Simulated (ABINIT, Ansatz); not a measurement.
# A GW chain in ABINIT: Ba2MgH6 (P-3m1), part 2 of 3

Aim: the G0W0 gap of Ba2MgH6 (P-3m1) on LDA, step by step.

ABINIT 10.8.3; LDA and many-body steps on it, plane waves. Known limits of the many-body steps: not at the basis limit; no spin-orbit coupling; coarse k mesh.

So far. Step 2 (Ground state): The gap is indirect, with the least direct gap 0.12 eV higher.

### Step 3. Bands along the symmetry lines

Level of this step: DFT, LDA, plane waves, norm-conserving pseudopotentials (ABINIT).

Levels along a band path, at the cheap level, show where the edges lie and whether the meshes to come will hold them.

The input, run.abi:

```
acell 3*1.0 Angstrom
rprim 
  5.717818886904 0.000000000024 0.000000000000
  -2.858909443473 4.951776410285 0.000000000000
  0.000000000000 0.000000000000 4.538310090000
ntypat 3
znucl 56 12 1
natom 9
typat 1 1 2 3 3 3 3 3 3
xred 
  0.666666666667 0.333333333333 0.267038260000
  0.333333333333 0.666666666667 0.732961740000
  0.000000000000 0.000000000000 0.000000000000
  0.829634400000 0.659268800000 0.775326710000
  0.829634400000 0.170365600000 0.775326710000
  0.340731200000 0.170365600000 0.775326710000
  0.170365600000 0.340731200000 0.224673290000
  0.170365600000 0.829634400000 0.224673290000
  0.659268800000 0.829634400000 0.224673290000
pp_dirpath "pseudos"
pseudos "Ba.upf, Mg.upf, H.upf"
ecut 38
iscf -2
irdden 1
kptopt 0
nkpt 39
kpt 
  0.00000000 0.00000000 0.00000000
  0.12500000 0.00000000 0.00000000
  0.25000000 0.00000000 0.00000000
  0.37500000 0.00000000 0.00000000
  0.50000000 0.00000000 0.00000000
  0.45833333 0.08333333 0.00000000
  0.41666666 0.16666666 0.00000000
  0.37500000 0.25000000 0.00000000
  0.33333333 0.33333333 0.00000000
  0.25000000 0.25000000 0.00000000
  0.16666666 0.16666666 0.00000000
  0.08333333 0.08333333 0.00000000
  0.00000000 0.00000000 0.00000000
  0.00000000 0.00000000 0.12500000
  0.00000000 0.00000000 0.25000000
  0.00000000 0.00000000 0.37500000
  0.00000000 0.00000000 0.50000000
  0.12500000 0.00000000 0.50000000
  0.25000000 0.00000000 0.50000000
  0.37500000 0.00000000 0.50000000
  0.50000000 0.00000000 0.50000000
  0.45833333 0.08333333 0.50000000
  0.41666666 0.16666666 0.50000000
  0.37500000 0.25000000 0.50000000
  0.33333333 0.33333333 0.50000000
  0.25000000 0.25000000 0.50000000
  0.16666666 0.16666666 0.50000000
  0.08333333 0.08333333 0.50000000
  0.00000000 0.00000000 0.50000000
  0.50000000 0.00000000 0.50000000
  0.50000000 0.00000000 0.37500000
  0.50000000 0.00000000 0.25000000
  0.50000000 0.00000000 0.12500000
  0.50000000 -0.00000000 0.00000000
  0.33333333 0.33333333 0.50000000
  0.33333333 0.33333333 0.37500000
  0.33333333 0.33333333 0.25000000
  0.33333333 0.33333333 0.12500000
  0.33333333 0.33333333 0.00000000
istwfk *1
nband 25
nbdbuf 2
tolwfr 1e-08
nstep 40
prtwf 0
prtvol 0
indata_prefix "in"
outdata_prefix "out"
tmpdata_prefix "tmp"
```

Started as:

```sh
$ OMP_NUM_THREADS=1 mpirun -n 4 abinit run.abi > log
```

Numbers of over 12 decimals in the logs are rounded to 6 here.

What it wrote:

```text
.Version 10.8.3 of ABINIT. v10.8.2 released Aug 2026.

 Symmetries : space group P-3 m 1 (#164); Bravais hP (primitive hexag.)
[... echo of the input left out ...]
== DATASET  1 ==================================================================
-   mpi_nproc: 4, omp_nthreads: 1 (-1 if OMP is not activated)

--- !DatasetInfo
iteration_state: {dtset: 1, }
dimensions: {natom: 9, nkpt: 39, mband: 25, nsppol: 1, nspinor: 1, nspden: 1, mpw: 9736, }
cutoff_energies: {ecut:  38.0, pawecutdg:  -1.0, }
electrons: {nelect:   3.60000000E+01, charge:   0.00000000E+00, occopt:   1.00000000E+00, tsmear:   1.00000000E-02, }

 Real(R)+Recip(G) space primitive vectors, cartesian coordinates (Bohr,Bohr^-1):
 R(1)= 10.8051117  0.0000000  0.0000000  G(1)=  0.0925488  0.0534331  0.0000000
 R(2)= -5.4025559  9.3575013  0.0000000  G(2)=  0.0000000  0.1068661  0.0000000
 R(3)=  0.0000000  0.0000000  8.5761631  G(3)=  0.0000000  0.0000000  0.1166023
 Unit cell volume ucvol=  8.6712596E+02 bohr^3
 Angles (23,13,12)=  9.00000000E+01  9.00000000E+01  1.20000000E+02 degrees

 getcut: wavevector=  0.0000  0.0000  0.0000  ngfft=  60  60  48
         ecut(hartree)=     38.000   => boxcut(ratio)=   2.00108

--- Pseudopotential description ------------------------------------------------
- Ba Generated using ONCVPSP code by D. R. Hamann
- 56.00000  10.00000  180309                  znucl, zion, pspdat
12 -1012 2 -1 1912                            pspcod,pspxc,lmax,lloc,mmax
     nproj     2     2     2
  pspatm : epsatm=   25.95172157
         --- l  ekb(1:nproj) -->
             0    6.668455    0.685657
             1    5.046948    0.410312
             2    2.551809    0.419281
 pspatm: atomic psp has been read  and splines computed

- Mg Generated using ONCVPSP code by D. R. Hamann
- 12.00000  10.00000  180309                  znucl, zion, pspdat
12 -1012 1 -1 1510                            pspcod,pspxc,lmax,lloc,mmax
     nproj     2     2     0
  pspatm : epsatm=    9.23542517
         --- l  ekb(1:nproj) -->
[...]
pspatm: atomic psp has been read  and splines computed

- H Generated using ONCVPSP code by D. R. Hamann
-  1.00000   1.00000  180309                  znucl, zion, pspdat
12 -1012 1 -1 1180                            pspcod,pspxc,lmax,lloc,mmax
     nproj     2     1     0
  pspatm : epsatm=    0.35439867
         --- l  ekb(1:nproj) -->
[...]
1   -0.275071
 pspatm: atomic psp has been read  and splines computed

--------------------------------------------------------------------------------

================================================================================
 prteigrs : about to open file out_EIG
 Non-SCF case, kpt    1 (  0.00000  0.00000  0.00000), residuals and eigenvalues=
  5.71E-09  9.90E-10  1.60E-09  5.10E-09  5.12E-09  3.70E-09  2.90E-09  8.51E-09
[...]
-1.6066E-02  2.4781E-02  2.4781E-02  8.6765E-02  8.6765E-02  1.1344E-01
  2.1816E-01  2.5722E-01  2.6581E-01  2.6581E-01  2.9149E-01  2.9149E-01
[...]
--- !ResultsGS
iteration_state: {dtset: 1, }
comment   : Summary of ground state results
lattice_vectors:
- [ 10.8051117,   0.0000000,   0.0000000, ]
- [ -5.4025559,   9.3575013,   0.0000000, ]
- [  0.0000000,   0.0000000,   8.5761631, ]
lattice_lengths: [  10.80511,   10.80511,    8.57616, ]
lattice_angles: [ 90.000,  90.000, 120.000, ] # degrees, (23, 13, 12)
lattice_volume:   8.6712596E+02
convergence: {deltae:  0.000E+00, res2:  0.000E+00, residm:  9.951E-09, diffor:  0.000E+00, }
etotal    :  -1.19227001E+02
entropy   :   0.00000000E+00
fermie    :   1.21605651E-01
cartesian_stress_tensor: null
pressure_GPa: null
xred      :
- [  6.6667E-01,   3.3333E-01,   2.6704E-01, Ba]
- [  3.3333E-01,   6.6667E-01,   7.3296E-01, Ba]
- [  0.0000E+00,   0.0000E+00,   0.0000E+00, Mg]
- [  8.2963E-01,   6.5927E-01,   7.7533E-01,  H]
- [  8.2963E-01,   1.7037E-01,   7.7533E-01,  H]
- [  3.4073E-01,   1.7037E-01,   7.7533E-01,  H]
- [  1.7037E-01,   3.4073E-01,   2.2467E-01,  H]
- [  1.7037E-01,   8.2963E-01,   2.2467E-01,  H]
- [  6.5927E-01,   8.2963E-01,   2.2467E-01,  H]
cartesian_forces: null
force_length_stats: {min: null, max: null, mean: null, }

 Integrated electronic density in atomic spheres:
 ------------------------------------------------
 Atom  Sphere_radius  Integrated_density
[...]
================================================================================

 ----iterations are completed or convergence reached----

 Mean square residual over all n,k,spin=   44.612E-10; max=  99.512E-10
 reduced coordinates (array xred) for    9 atoms
[...]
0.170365600000      0.829634400000      0.224673290000
       0.659268800000      0.829634400000      0.224673290000

 cartesian coordinates (angstrom) at end:
    1      2.858909     1.650592     1.211902
    2     -1.4e-11     3.301184     3.326408
    3      0.000000     0.000000     0.000000
[...]
8     -1.397730     4.108164     1.019637
    9      1.397730     4.108164     1.019637
 length scales=  1.889726125908  1.889726125908  1.889726125908 bohr
              =  1.000000000000  1.000000000000  1.000000000000 angstroms
 prteigrs : about to open file out_EIG
 Eigenvalues (hartree) for nkpt=  39  k points:
 kpt#   1, nband= 25, wtk=  1.00000, kpt=  0.0000  0.0000  0.0000 (reduced coord)
[...]
kpt#   2, nband= 25, wtk=  1.00000, kpt=  0.1250  0.0000  0.0000 (reduced coord)
[...]
kpt#   3, nband= 25, wtk=  1.00000, kpt=  0.2500  0.0000  0.0000 (reduced coord)
[...]
kpt#  38, nband= 25, wtk=  1.00000, kpt=  0.3333  0.3333  0.1250 (reduced coord)
[...]
0.32873
 kpt#  39, nband= 25, wtk=  1.00000, kpt=  0.3333  0.3333  0.0000 (reduced coord)
[...]
-0.31348   -0.30366   -0.30366   -0.29603   -0.01607    0.02478    0.02478    0.08677
   0.08677    0.11344    0.21816    0.25722    0.26581    0.26581    0.29149    0.29149
   0.31615

== END DATASET(S) ==============================================================
================================================================================

 -outvars: echo values of variables after computation  --------
            nband          25
             nkpt          39
          spgroup         164
 [... the other variables as echoed above ...]

 Calculation completed.
```

The job ended after 36 s (4 MPI ranks of Arm Neoverse V2, shared host; peak memory 0.46 GiB; 2.4 min of CPU time).

This step gave:

```
gap                        : 2.604 eV
k of the valence top       : 0.375, 0, 0
k of the conduction bottom : 0, 0, 0
least direct gap           : 2.729 eV
```

The gap is 2.604 eV, −0.003 eV from the run before at this level.

The electronic bands at the labelled points (eV, zero at the top of the highest filled band):

```csv
point,band 15,band 16,band 17,band 18,band 19,band 20,band 21,band 22
Γ,-2.17,-2.17,-0.12,-0.12,2.60,3.74,3.74,5.32
halfway,-2.15,-1.86,-0.42,-0.03,3.30,3.45,3.60,4.55
M,-2.08,-1.44,-0.55,-0.01,3.12,3.30,3.43,3.57
halfway,-2.23,-1.34,-0.58,-0.17,2.78,3.49,3.61,3.96
K,-2.64,-0.95,-0.95,-0.23,2.62,3.69,3.92,3.92
halfway,-2.12,-1.81,-0.41,-0.10,3.11,3.62,3.74,4.32
Γ,-2.17,-2.17,-0.12,-0.12,2.60,3.74,3.74,5.32
halfway,-2.22,-2.22,-0.86,-0.86,3.47,3.97,4.18,4.18
A,-2.15,-2.15,-1.57,-1.57,4.85,5.16,5.32,5.32
halfway,-1.93,-1.92,-1.40,-1.26,3.76,4.01,4.37,4.74
L,-1.68,-1.62,-1.27,-0.89,3.01,3.03,3.75,3.77
halfway,-1.81,-1.72,-1.20,-0.96,3.19,3.22,3.87,3.90
H,-1.97,-1.97,-1.08,-1.08,3.34,3.41,4.28,4.28
halfway,-1.98,-1.81,-1.36,-1.19,3.53,3.73,4.49,4.63
A,-2.15,-2.15,-1.57,-1.57,4.85,5.16,5.32,5.32
jump to L,-1.68,-1.62,-1.27,-0.89,3.01,3.03,3.75,3.77
halfway,-1.62,-1.54,-1.37,-0.55,2.83,3.36,3.93,4.51
M,-2.08,-1.44,-0.55,-0.01,3.12,3.30,3.43,3.57
jump to H,-1.97,-1.97,-1.08,-1.08,3.34,3.41,4.28,4.28
halfway,-2.22,-1.25,-1.12,-1.12,3.39,3.74,3.74,3.90
K,-2.64,-0.95,-0.95,-0.23,2.62,3.69,3.92,3.92
```

### Step 4. Empty states on the mesh, 3×3×2 mesh, 248 bands

The sums over transitions need many empty states on a uniform mesh; this step solves for them.

The input, run.abi:

```
acell 3*1.0 Angstrom
rprim 
  5.717818886904 0.000000000024 0.000000000000
  -2.858909443473 4.951776410285 0.000000000000
  0.000000000000 0.000000000000 4.538310090000
ntypat 3
znucl 56 12 1
natom 9
typat 1 1 2 3 3 3 3 3 3
xred 
  0.666666666667 0.333333333333 0.267038260000
  0.333333333333 0.666666666667 0.732961740000
  0.000000000000 0.000000000000 0.000000000000
  0.829634400000 0.659268800000 0.775326710000
  0.829634400000 0.170365600000 0.775326710000
  0.340731200000 0.170365600000 0.775326710000
  0.170365600000 0.340731200000 0.224673290000
  0.170365600000 0.829634400000 0.224673290000
  0.659268800000 0.829634400000 0.224673290000
pp_dirpath "pseudos"
pseudos "Ba.upf, Mg.upf, H.upf"
ecut 38
ngkpt 3 3 2
nshiftk 1
shiftk 0 0 0
kptopt 1
chksymbreak 0
iscf -2
irdden 1
istwfk *1
nband 248
nbdbuf 22
tolwfr 1e-09
nstep 60
prtvol 0
indata_prefix "in"
outdata_prefix "out"
tmpdata_prefix "tmp"
```

What it wrote:

```text
.Version 10.8.3 of ABINIT. v10.8.2 released Aug 2026.

 Symmetries : space group P-3 m 1 (#164); Bravais hP (primitive hexag.)
[... echo of the input left out ...]
== DATASET  1 ==================================================================
-   mpi_nproc: 4, omp_nthreads: 1 (-1 if OMP is not activated)

--- !DatasetInfo
iteration_state: {dtset: 1, }
dimensions: {natom: 9, nkpt: 6, mband: 248, nsppol: 1, nspinor: 1, nspden: 1, mpw: 9726, }
cutoff_energies: {ecut:  38.0, pawecutdg:  -1.0, }
electrons: {nelect:   3.60000000E+01, charge:   0.00000000E+00, occopt:   1.00000000E+00, tsmear:   1.00000000E-02, }

 Real(R)+Recip(G) space primitive vectors, cartesian coordinates (Bohr,Bohr^-1):
 R(1)= 10.8051117  0.0000000  0.0000000  G(1)=  0.0925488  0.0534331  0.0000000
 R(2)= -5.4025559  9.3575013  0.0000000  G(2)=  0.0000000  0.1068661  0.0000000
 R(3)=  0.0000000  0.0000000  8.5761631  G(3)=  0.0000000  0.0000000  0.1166023
 Unit cell volume ucvol=  8.6712596E+02 bohr^3
 Angles (23,13,12)=  9.00000000E+01  9.00000000E+01  1.20000000E+02 degrees

 getcut: wavevector=  0.0000  0.0000  0.0000  ngfft=  60  60  48
         ecut(hartree)=     38.000   => boxcut(ratio)=   2.00108

--- Pseudopotential description ------------------------------------------------
- Ba Generated using ONCVPSP code by D. R. Hamann
- 56.00000  10.00000  180309                  znucl, zion, pspdat
12 -1012 2 -1 1912                            pspcod,pspxc,lmax,lloc,mmax
     nproj     2     2     2
  pspatm : epsatm=   25.95172157
         --- l  ekb(1:nproj) -->
             0    6.668455    0.685657
             1    5.046948    0.410312
             2    2.551809    0.419281
 pspatm: atomic psp has been read  and splines computed

- Mg Generated using ONCVPSP code by D. R. Hamann
- 12.00000  10.00000  180309                  znucl, zion, pspdat
12 -1012 1 -1 1510                            pspcod,pspxc,lmax,lloc,mmax
     nproj     2     2     0
  pspatm : epsatm=    9.23542517
         --- l  ekb(1:nproj) -->
[...]
pspatm: atomic psp has been read  and splines computed

- H Generated using ONCVPSP code by D. R. Hamann
-  1.00000   1.00000  180309                  znucl, zion, pspdat
12 -1012 1 -1 1180                            pspcod,pspxc,lmax,lloc,mmax
     nproj     2     1     0
  pspatm : epsatm=    0.35439867
         --- l  ekb(1:nproj) -->
[...]
1   -0.275071
 pspatm: atomic psp has been read  and splines computed

--------------------------------------------------------------------------------

================================================================================
 prteigrs : about to open file out_EIG
 Non-SCF case, kpt    1 (  0.00000  0.00000  0.00000), residuals and eigenvalues=
  5.98E-10  2.11E-10  3.66E-10  2.35E-10  9.69E-10  6.05E-11  5.15E-11  8.49E-10
[...]
-2.5709E+00 -1.3745E+00 -1.3740E+00 -1.3740E+00 -8.5645E-01 -8.5032E-01
 -3.2036E-01 -3.2036E-01 -3.1260E-01 -3.0146E-01 -3.0146E-01 -2.9498E-01
 -6.8097E-02  3.5759E-02  4.1851E-02  4.1851E-02  1.1714E-01  1.1714E-01
[...]
2.8198E+00  2.8310E+00  2.8310E+00  2.8490E+00  2.8493E+00  2.8493E+00
  2.8548E+00  2.8605E+00  2.8606E+00  2.8891E+00  2.8895E+00  2.9023E+00
  2.9087E+00  2.9111E+00
 prteigrs : prtvol=0 or 1, do not print more k-points.

--- !ResultsGS
iteration_state: {dtset: 1, }
comment   : Summary of ground state results
lattice_vectors:
- [ 10.8051117,   0.0000000,   0.0000000, ]
- [ -5.4025559,   9.3575013,   0.0000000, ]
- [  0.0000000,   0.0000000,   8.5761631, ]
lattice_lengths: [  10.80511,   10.80511,    8.57616, ]
lattice_angles: [ 90.000,  90.000, 120.000, ] # degrees, (23, 13, 12)
lattice_volume:   8.6712596E+02
convergence: {deltae:  0.000E+00, res2:  0.000E+00, residm:  9.922E-10, diffor:  0.000E+00, }
etotal    :  -1.19227001E+02
entropy   :   0.00000000E+00
fermie    :   1.21605651E-01
cartesian_stress_tensor: null
pressure_GPa: null
xred      :
- [  6.6667E-01,   3.3333E-01,   2.6704E-01, Ba]
- [  3.3333E-01,   6.6667E-01,   7.3296E-01, Ba]
- [  0.0000E+00,   0.0000E+00,   0.0000E+00, Mg]
- [  8.2963E-01,   6.5927E-01,   7.7533E-01,  H]
- [  8.2963E-01,   1.7037E-01,   7.7533E-01,  H]
- [  3.4073E-01,   1.7037E-01,   7.7533E-01,  H]
- [  1.7037E-01,   3.4073E-01,   2.2467E-01,  H]
- [  1.7037E-01,   8.2963E-01,   2.2467E-01,  H]
- [  6.5927E-01,   8.2963E-01,   2.2467E-01,  H]
cartesian_forces: null
force_length_stats: {min: null, max: null, mean: null, }

 Integrated electronic density in atomic spheres:
 ------------------------------------------------
 Atom  Sphere_radius  Integrated_density
[...]
================================================================================

 ----iterations are completed or convergence reached----

 Mean square residual over all n,k,spin=   43.203E-11; max=  99.219E-11
 reduced coordinates (array xred) for    9 atoms
[...]
0.170365600000      0.829634400000      0.224673290000
       0.659268800000      0.829634400000      0.224673290000

 cartesian coordinates (angstrom) at end:
    1      2.858909     1.650592     1.211902
    2     -1.4e-11     3.301184     3.326408
    3      0.000000     0.000000     0.000000
[...]
8     -1.397730     4.108164     1.019637
    9      1.397730     4.108164     1.019637
 length scales=  1.889726125908  1.889726125908  1.889726125908 bohr
              =  1.000000000000  1.000000000000  1.000000000000 angstroms
 prteigrs : about to open file out_EIG
 Eigenvalues (hartree) for nkpt=   6  k points:
 kpt#   1, nband=248, wtk=  0.05556, kpt=  0.0000  0.0000  0.0000 (reduced coord)
[...]
2.81582    2.81984    2.81984    2.83096    2.83096    2.84896    2.84933    2.84933
   2.85482    2.86055    2.86055    2.88910    2.88947    2.90235    2.90871    2.91110
 prteigrs : prtvol=0 or 1, do not print more k-points.

== END DATASET(S) ==============================================================
================================================================================

 -outvars: echo values of variables after computation  --------
            nband         248
             nkpt           6
          spgroup         164
 [... the other variables as echoed above ...]

 Calculation completed.
```

The job ended after 2.7 min (4 MPI ranks; peak memory 0.55 GiB; 11 min of CPU time).

Numbers from this step:

```yaml
gap: 2.607 eV
k_of_the_valence_top: 0.3333, 0, 0
k_of_the_conduction_bottom: 0, 0, 0
least_direct_gap: 2.729 eV
k_points_computed: 6
lowest_point_of_the_top_converged_band_above_the_valence_top: 71.6634 eV
```

On this mesh the gap is 2.607 eV.

### Step 5. Screening, 3×3×2 mesh, 226 bands, screening to 176.9 eV

The RPA dielectric matrix is built and inverted for each q.

This step: RPA screening on LDA, plane waves, norm-conserving pseudopotentials.

Edit run.abi of step 4 so:

```diff
@@ -27,10 +27,11 @@
 chksymbreak 0
-iscf -2
-irdden 1
 istwfk *1
-nband 248
-nbdbuf 22
-tolwfr 1e-09
-nstep 60
-prtvol 0
+occopt 1
+irdwfk 1
+optdriver 3
+nband 226
+ecuteps 6.5
+inclvkb 2
+awtr 1
+symchi 1
 indata_prefix "in"
```

What it wrote:

```text
.Version 10.8.3 of ABINIT. v10.8.2 released Aug 2026.

 Symmetries : space group P-3 m 1 (#164); Bravais hP (primitive hexag.)
[... echo of the input left out ...]
== DATASET  1 ==================================================================
-   mpi_nproc: 4, omp_nthreads: 1 (-1 if OMP is not activated)

--- !DatasetInfo
iteration_state: {dtset: 1, }
dimensions: {natom: 9, nkpt: 6, mband: 226, nsppol: 1, nspinor: 1, nspden: 1, mpw: 9726, }
cutoff_energies: {ecut:  38.0, pawecutdg:  -1.0, }
electrons: {nelect:   3.60000000E+01, charge:   0.00000000E+00, occopt:   1.00000000E+00, tsmear:   1.00000000E-02, }

 SCREENING: Calculation of the susceptibility and dielectric matrices

 Based on a program developped by R.W. Godby, V. Olevano, G. Onida, and L. Reining.
 Incorporated in ABINIT by V. Olevano, G.-M. Rignanese, and M. Torrent.
.Using double precision arithmetic ; gwpc =  8

[... cell and pseudopotentials left out ...]
--------------------------------------------------------------------------------

 ==== K-mesh for the wavefunctions ====
 Number of points in the irreducible wedge :     6
[... list of points left out ...]
 Together with 12 symmetry operations and time-reversal symmetry
 yields    18 points in the full Brillouin Zone.

 ==== Q-mesh for the screening function ====
 Number of points in the irreducible wedge :     6
[... list of points left out ...]
 Together with 12 symmetry operations and time-reversal symmetry
 yields    18 points in the full Brillouin Zone.

 setmesh: FFT mesh size selected  =    40x   40x   36
          total number of points  =        57600

 vcoul_init : cutoff-mode = AUXILIARY_FUNCTION
 q-points for optical limit:   1
     1)      0.000010    0.000020    0.000030

- screening: taking advantage of time-reversal symmetry
- Maximum band index for partially occupied states nbvw = 18
- Remaining bands to be divided among processors   nbcw = 208
- Number of bands treated by each node ~52

 Number of electrons calculated from density =   36.0000; Expected =   36.0000
 average of density, n =  0.041516
 r_s =    1.7916
 omega_plasma =   19.6547 [eV]

 calculating chi0 at frequencies [eV] :
  1    0.000000E+00    0.000000E+00
  2    0.000000E+00    1.965467E+01

--------------------------------------------------------------------------------
  q-point number  1        q = ( 0.000000, 0.000000, 0.000000) [r.l.u.]
--------------------------------------------------------------------------------
[... chi0 elements left out ...]
 For q-point:  0.000010 0.000020 0.000030
  dielectric constant =   6.1316
  dielectric constant without local fields =   6.8403

  Average fulfillment of the sum rule on Im[epsilon] for q-point    1 :     80.82  [%]
[... wings left out ...]
  q-point number  2        q = ( 0.333333, 0.000000, 0.000000) [r.l.u.]
--------------------------------------------------------------------------------
[... chi0 elements left out ...]
  Average fulfillment of the sum rule on Im[epsilon] for q-point    2 :     85.84  [%]

 [... 4 further q-points ...]
```

The job ended after 1.8 min (4 MPI ranks; peak memory 2.4 GiB).

This step gave:

| Quantity | Value |
| --- | --- |
| ε∞ with local fields, on this mesh, along the program's q direction | 6.132 |
| the same without local fields | 6.840 |
| plasma frequency | 19.65 eV |
| plane waves in the screening matrix | 669 |

Local fields lower ε∞ by 10 %. On a Γ-centred mesh this coarse the value itself is usually too large, while a short band sum pulls it down.

(Part 2 of 3 ends here.)

[Paths, hosts, dates, memory and timing lines, banners, echoed tables and standing remarks are left out of the program output.]

[Logs are printed without paths, hosts, clocks, repeated set-up lines and the standing remarks that a program may print on its own settings, such as how far it seeks lower states.]

[Runs of the session that timed out or met a known fault of the program may be left out.]

[Hosts, paths, dates, database ids (printed as entryN), source tags and the programs' standing remarks are cut or masked in the printed files.]

[G0W0 gaps are taken among the corrected bands and points alone; a level outside them can change the order at an edge.]

[Where Ansatz stands beside ABINIT at settings called matched, ABINIT's density can come from a denser mesh and the files from another edition; pairs whose starting gaps differed by over 0.03 eV were left out, so agreement reads better than it is.]
